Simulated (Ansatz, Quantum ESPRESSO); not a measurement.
# honeycomb PN, 2 layers, AB stacking in an electric field, part 6 of 6

How does honeycomb PN, 2 layers, AB stacking respond to a gate-like field without added charge?

Quantum ESPRESSO 7.5; plane-wave DFT, vdW-DF-cx, GBRV ultrasoft pseudopotentials made under PBE; geometry and cross-check by Ansatz 0.2.0 with PAW datasets.

So far. Step 14 (Density by pp.x): The density integrates to 20.000 electrons, as the 20 of the input ask. Step 19 (Cross-check with Ansatz: field 0.1 V/Å): At 0.1 V/Å Ansatz's dipole is 0.0732 e Å against 0.0767 from pw.x, under another functional.

## (22) Ground state, with smearing = mv, degauss = 0.01, mixing_beta = 0.1 and electron_maxstep = 80

How much does a setting matter? One run is repeated with a change.

Level of this step: plane-wave DFT, vdW-DF-cx, GBRV ultrasoft pseudopotentials made under PBE (Quantum ESPRESSO 7.5). input_dft overrides the functional of the files.

Input file f1.w0.in:

```
&control
  prefix = 'f1.w0'
  outdir = './out'
  pseudo_dir = './pseudo'
  calculation = 'scf'
  tprnfor = .true.
  tefield = .true.
  dipfield = .true.
/
&system
  ibrav = 0
  nat = 4
  ntyp = 2
  ecutwfc = 40
  ecutrho = 200
  input_dft = 'vdw-df-cx'
  occupations = 'smearing'
  smearing = 'mv'
  degauss = 0.01
  edir = 3
  emaxpos = 0.97
  eopreg = 0.04
  eamp = 0.00194469
/
&electrons
  conv_thr = 1e-09
  mixing_beta = 0.1
  electron_maxstep = 80
  mixing_mode = 'plain'
/
ATOMIC_SPECIES
  N   14.0070  n_pbe_v1.2.uspp.F.UPF
  P   30.9738  p_pbe_v1.5.uspp.F.UPF
CELL_PARAMETERS angstrom
  2.71421660648285 0.00000000000000 0.00000000000000
  -1.35710830324143 2.35058053258774 0.00000000000000
  0.00000000000000 0.00000000000000 22.02000000000000
ATOMIC_POSITIONS crystal
  N   0.666666666667 0.333333333333 0.382698704254
  P   0.333333333333 0.666666666667 0.422177207251
  N   -0.000000000000 -0.000000000000 0.577854657422
  P   0.666666666667 0.333333333333 0.617269431073
K_POINTS automatic
  12 12 1 0 0 0
```

Started as:

```
$ OMP_NUM_THREADS=1 mpirun -n 4 pw.x -nk 4 -in f1.w0.in > f1.w0.out
```

What it wrote:

```text
[banner, memory and clock lines left out]
Program PWSCF v.7.5 starts
[citation notice left out]

[...]
bravais-lattice index     =            0
     lattice parameter (alat)  =       5.1291  a.u.
     unit-cell volume          =     948.0550 (a.u.)^3
     number of atoms/cell      =            4
     number of atomic types    =            2
     number of electrons       =        20.00
     number of Kohn-Sham states=           14
     kinetic-energy cutoff     =      40.0000  Ry
     charge density cutoff     =     200.0000  Ry
     scf convergence threshold =      1.0E-09
     mixing beta               =       0.1000
     number of iterations used =            8  plain     mixing
     Exchange-correlation= VDW-DF-CX
                           (   1   4  27   0   1   0   0)

[...]
PseudoPot. # 1 for N  read from file:
     ./pseudo/n_pbe_v1.2.uspp.F.UPF
     Pseudo is Ultrasoft + core correction, Zval =  5.0
     Generated by new atomic code, or converted to UPF format
     Using radial grid of  729 points,  4 beta functions with:
                l(1) =   0
                l(2) =   0
                l(3) =   1
                l(4) =   1
     Q(r) pseudized with  8 coefficients,  rinner =    0.900   0.900   0.900

     PseudoPot. # 2 for P  read from file:
     ./pseudo/p_pbe_v1.5.uspp.F.UPF
     Pseudo is Ultrasoft + core correction, Zval =  5.0
     Generated by new atomic code, or converted to UPF format
     Using radial grid of  903 points,  6 beta functions with:
                l(1) =   0
                l(2) =   0
                l(3) =   1
                l(4) =   1
                l(5) =   2
                l(6) =   2
     Q(r) pseudized with  8 coefficients,  rinner =    1.300   1.300   1.300
                                                       1.300   1.300

     atomic species   valence    mass     pseudopotential
     N                 5.00    14.00700     N ( 1.00)
     P                 5.00    30.97380     P ( 1.00)

     No symmetry found

[...]
number of k points=    74  Marzari-Vanderbilt smearing, width (Ry)=  0.0100
[...]
Dense  grid:    45343 G-vectors     FFT dimensions: (  24,  24, 192)

     Smooth grid:    32441 G-vectors     FFT dimensions: (  24,  24, 180)

     Initial potential from superposition of free atoms

     starting charge      19.9997, renormalised to      20.0000

     negative rho (up, down):  8.161E-05 0.000E+00

     %%%%%%%%%%%%%%%%%%%%%%%%%%%%%%%%%%%%%%%%%%%%%%%%%%%%%%%%%%%%%%%%%%%%%%%%
     %                                                                      %
     % You are using vdW-DF, which was implemented by the Thonhauser group. %
     % possible and the two reviews that describe the various versions:     %
     %                                                                      %
     %                                                                      %
     % If you are calculating stress with vdW-DF, please also cite:         %
     %                                                                      %
     %                                                                      %
     %%%%%%%%%%%%%%%%%%%%%%%%%%%%%%%%%%%%%%%%%%%%%%%%%%%%%%%%%%%%%%%%%%%%%%%%

     %%%%%%%%%%%%%%%%%%%%%%%%%%%%%%%%%%%%%%%%%%%%%%%%%%%%%%%%%%%%%%%%%%%%%%%%
     %                                                                      %
     %  vdW-DF NEWS:                                                        %
     %                                                                      %
     %  * vdW-DF3 is now available. DOI: 10.1021/acs.jctc.0c00471           %
     %    use with input_dft = 'vdW-DF3-opt1' or 'vdW-DF3-opt2'             %
     %                                                                      %
     %  * Unscreened and range-separated hybrid vdW-DF-cx functionals       %
     %    DOI: 10.1063/1.4986522 and 10.1088/1361-648X/ac2ad2               %
     %    use with input_dft = 'vdW-DF-cx0'    and 'vdW-DF-ahcx'            %
     %  * Unscreened and range-separated hybrid vdW-DF2-b86r functionals    %
     %    DOI: 10.1063/1.4986522 and DOI: 10.1103/PhysRevX.12.041003        %
     %    use with input_dft = 'vdW-DF2-br0' and 'vdW-DF2-ahbr'             %
     %                                                                      %
     %%%%%%%%%%%%%%%%%%%%%%%%%%%%%%%%%%%%%%%%%%%%%%%%%%%%%%%%%%%%%%%%%%%%%%%%

     Adding external electric field

     Computed dipole along edir(3) :
        Dipole                0.0002 Ry au,          0.0006 Debye
        Dipole field          0.0000 Ry au,

        E field amplitude [Ha a.u.]:  1.9447E-03
        Potential amp.        0.1551 Ry
        Total length         39.9473 bohr

     Starting wfcs are   16 randomized atomic wfcs

     per-process dynamical memory:    47.7 Mb

     Self-consistent Calculation

     iteration #  1     ecut=    40.00 Ry     beta= 0.10
     Davidson diagonalization with overlap
     ethr =  1.00E-02,  avg # of iterations =  3.5

     negative rho (up, down):  6.780E-05 0.000E+00

     Adding external electric field

     Computed dipole along edir(3) :
        Dipole                0.2008 Ry au,          0.5105 Debye
        Dipole field          0.0027 Ry au,

        E field amplitude [Ha a.u.]:  1.9447E-03
        Potential amp.       -0.0573 Ry
        Total length         39.9473 bohr

     total energy              =     -71.23235956 Ry
     estimated scf accuracy    <       0.92623334 Ry

     iteration #  2     ecut=    40.00 Ry     beta= 0.10
[...]
negative rho (up, down):  7.474E-05 0.000E+00

[...]
Dipole                0.3703 Ry au,          0.9412 Debye
[...]
E field amplitude [Ha a.u.]:  1.9447E-03
[...]
total energy              =     -71.16217061 Ry
     estimated scf accuracy    <       0.34503556 Ry

     iteration #  3     ecut=    40.00 Ry     beta= 0.10
[...]
negative rho (up, down):  7.200E-05 0.000E+00

[...]
Dipole                0.4521 Ry au,          1.1491 Debye
[...]
E field amplitude [Ha a.u.]:  1.9447E-03
[...]
total energy              =     -71.22580010 Ry
     estimated scf accuracy    <       0.21176784 Ry

     iteration #  4     ecut=    40.00 Ry     beta= 0.10
[...]
negative rho (up, down):  1.360E-04 0.000E+00

[...]
Dipole               -0.0094 Ry au,         -0.0240 Debye
[...]
E field amplitude [Ha a.u.]:  1.9447E-03
[...]
total energy              =     -70.97795527 Ry
     estimated scf accuracy    <       2.83172168 Ry

     iteration #  5     ecut=    40.00 Ry     beta= 0.10
[...]
negative rho (up, down):  1.610E-04 0.000E+00

[...]
Dipole               -0.0310 Ry au,         -0.0788 Debye
[...]
E field amplitude [Ha a.u.]:  1.9447E-03
[...]
total energy              =     -71.19755398 Ry
     estimated scf accuracy    <       0.02927519 Ry

     iteration #  6     ecut=    40.00 Ry     beta= 0.10
[...]
negative rho (up, down):  2.019E-04 0.000E+00

[...]
Dipole                0.1140 Ry au,          0.2897 Debye
[...]
E field amplitude [Ha a.u.]:  1.9447E-03
[...]
WARNING: integrated charge=    20.00000998, expected=    20.00000000

     total energy              =     -71.19290055 Ry
     estimated scf accuracy    <       0.01973639 Ry

[...]
WARNING: integrated charge=    20.00001151, expected=    20.00000000
[...]
WARNING: integrated charge=    20.00001401, expected=    20.00000000
[...]
WARNING: integrated charge=    20.00002504, expected=    20.00000000
[...]
WARNING: integrated charge=    20.00002503, expected=    20.00000000
[...]
WARNING: integrated charge=    20.00002103, expected=    20.00000000
[...]
WARNING: integrated charge=    20.00001576, expected=    20.00000000
[...]
WARNING: integrated charge=    19.99992399, expected=    20.00000000
[...]
WARNING: integrated charge=    19.99989296, expected=    20.00000000
[...]
WARNING: integrated charge=    19.99990504, expected=    20.00000000
[...]
WARNING: integrated charge=    19.99998556, expected=    20.00000000
[...]
WARNING: integrated charge=    19.99997997, expected=    20.00000000
[...]
WARNING: integrated charge=    19.99998574, expected=    20.00000000
[...]
WARNING: integrated charge=    19.99999022, expected=    20.00000000
[...]
WARNING: integrated charge=    19.99999785, expected=    20.00000000
[...]
iteration # 27     ecut=    40.00 Ry     beta= 0.10
[...]
negative rho (up, down):  2.378E-04 0.000E+00

[...]
Dipole                0.1451 Ry au,          0.3688 Debye
[...]
E field amplitude [Ha a.u.]:  1.9447E-03
[...]
total energy              =     -71.19502553 Ry
     estimated scf accuracy    <       0.00000001 Ry

     iteration # 28     ecut=    40.00 Ry     beta= 0.10
[...]
negative rho (up, down):  2.391E-04 0.000E+00

[...]
Dipole                0.1451 Ry au,          0.3687 Debye
[...]
E field amplitude [Ha a.u.]:  1.9447E-03
[...]
total energy              =     -71.19502552 Ry
     estimated scf accuracy    <          3.5E-09 Ry

     iteration # 29     ecut=    40.00 Ry     beta= 0.10
[...]
negative rho (up, down):  2.404E-04 0.000E+00

[...]
Dipole                0.1451 Ry au,          0.3687 Debye
[...]
E field amplitude [Ha a.u.]:  1.9447E-03
[...]
total energy              =     -71.19502545 Ry
     estimated scf accuracy    <          1.1E-09 Ry

     iteration # 30     ecut=    40.00 Ry     beta= 0.10
[...]
negative rho (up, down):  2.529E-04 0.000E+00

[...]
Dipole                0.1450 Ry au,          0.3687 Debye
[...]
E field amplitude [Ha a.u.]:  1.9447E-03
[...]
End of self-consistent calculation

          k = 0.0000 0.0000 0.0000 (  4019 PWs)   bands (ev):

   -22.1478 -21.4686 -10.4461  -9.6735  -4.8045  -4.8045  -4.1236  -4.1236
    -3.5336  -2.3096   2.3311   3.2831   3.6734   4.4177

          k = 0.0000 0.0962 0.0000 (  4015 PWs)   bands (ev):

   -22.0038 -21.3246 -10.3150  -9.5473  -5.6072  -4.9940  -4.9219  -4.3132
    -3.3516  -2.1603   2.7263   3.6672   3.8089   4.1439

[...]
the Fermi energy is    -1.0716 ev

!    total energy              =     -71.19502496 Ry
     estimated scf accuracy    <          9.7E-11 Ry
     smearing contrib. (-TS)   =       0.00000000 Ry
     internal energy E=F+TS    =     -71.19502496 Ry

     The total energy is F=E-TS. E is the sum of the following terms:
     one-electron contribution =    -657.68692103 Ry
     hartree contribution      =     333.26138340 Ry
     xc contribution           =     -22.65075148 Ry
     ewald contribution        =     275.88154942 Ry
     electric field correction =      -0.00028528 Ry

     convergence has been achieved in  30 iterations

     negative rho (up, down):  2.529E-04 0.000E+00

     Forces acting on atoms (cartesian axes, Ry/au):

     atom    1 type  1   force =     0.00000001    0.00000000   -0.00239742
     atom    2 type  2   force =    -0.00000001   -0.00000001    0.00192509
     atom    3 type  1   force =    -0.00000002    0.00000000   -0.00284391
     atom    4 type  2   force =     0.00000002    0.00000000    0.00331624

     Total force =     0.005342     Total SCF correction =     0.000022

[...]
```

Elapsed: 72 s, on 4 MPI ranks of Arm Neoverse V2, shared host; peak memory 0.75 GiB.

Beside the run it was changed from:

```tsv
quantity	this run	unchanged run	difference
dipole along the normal (e·Å)	0.07676	0.07674	2.1e-5
free energy (eV)	-968.6577	-968.6577	1.2e-6
wall time (s)	72	41	
SCF iterations	30	9
```

The free energy moves by +0.00031 meV an atom.

This run starts from superposed atoms, the unchanged one from a saved density, so their iteration counts don't compare.

The physical values in this table stay within 0.05 %.

## (23) A check by hand

α = Δp/E = (0.07674 − (0.05559)) e Å / 0.1 V/Å = 0.2115 e Å²/V; times e/(4πε₀) = 14.40 V Å this is 3.046 Å³. With A = 6.380 Å², 4πα/A = 5.999 Å.

## (24) Results

```yaml
polarisability_along_the_normal_a_cell: 3.05 Å³
sheet_polarisability_4pi_alpha_a: 6.00 Å
dipole_without_a_field: 0.0556 e·Å
kohn_sham_ionisation_potential_upper_face: 5.91 eV
gap_along_the_path_at_0_v_a: 0.94 eV
gap_along_the_path_at_0p2_v_a: 1.16 eV
gap_along_the_path_at_0p4_v_a: 1.35 eV
```

What this shows: The sheet answers a field with a polarisability of 3.05 Å³ a cell, or 4πα/A = 6.00 Å (vdW-DF-cx, GBRV ultrasoft (made under PBE)). In pw.x the dipole follows the field linearly over the range tried. A perfect conductor 6.00 Å thick would screen alike; the outer atoms lie 5.17 Å apart. At 0.1 V/Å the sheet takes 0.600 eV off the potential drop. At 0.2 V/Å the gap along the path goes from 0.94 to 1.16 eV. Quantum ESPRESSO and Ansatz give 3.046 and 3.027 Å³ for the polarisability (pw.x from 0 and 0.1 V/Å, Ansatz from ±0.1 V/Å, under PBE), which agree. The ions stay at their zero-field places, so this is the electrons' response alone. Semilocal gaps are too small, and in strong fields empty levels can belong to the vacuum.

[Logs are printed without paths, hosts, clocks, repeated set-up lines and the standing remarks that a program may print on its own settings, such as how far it seeks lower states.]

[Hosts, paths, dates, database ids (printed as entryN), source tags and the programs' standing remarks are cut or masked in the printed files.]

[Maps of the electrostatic potential energy from Ansatz leave out the sawtooth potential of an applied field or a dipole correction, so their vacuum need not be flat; planar profiles and work functions include it.]
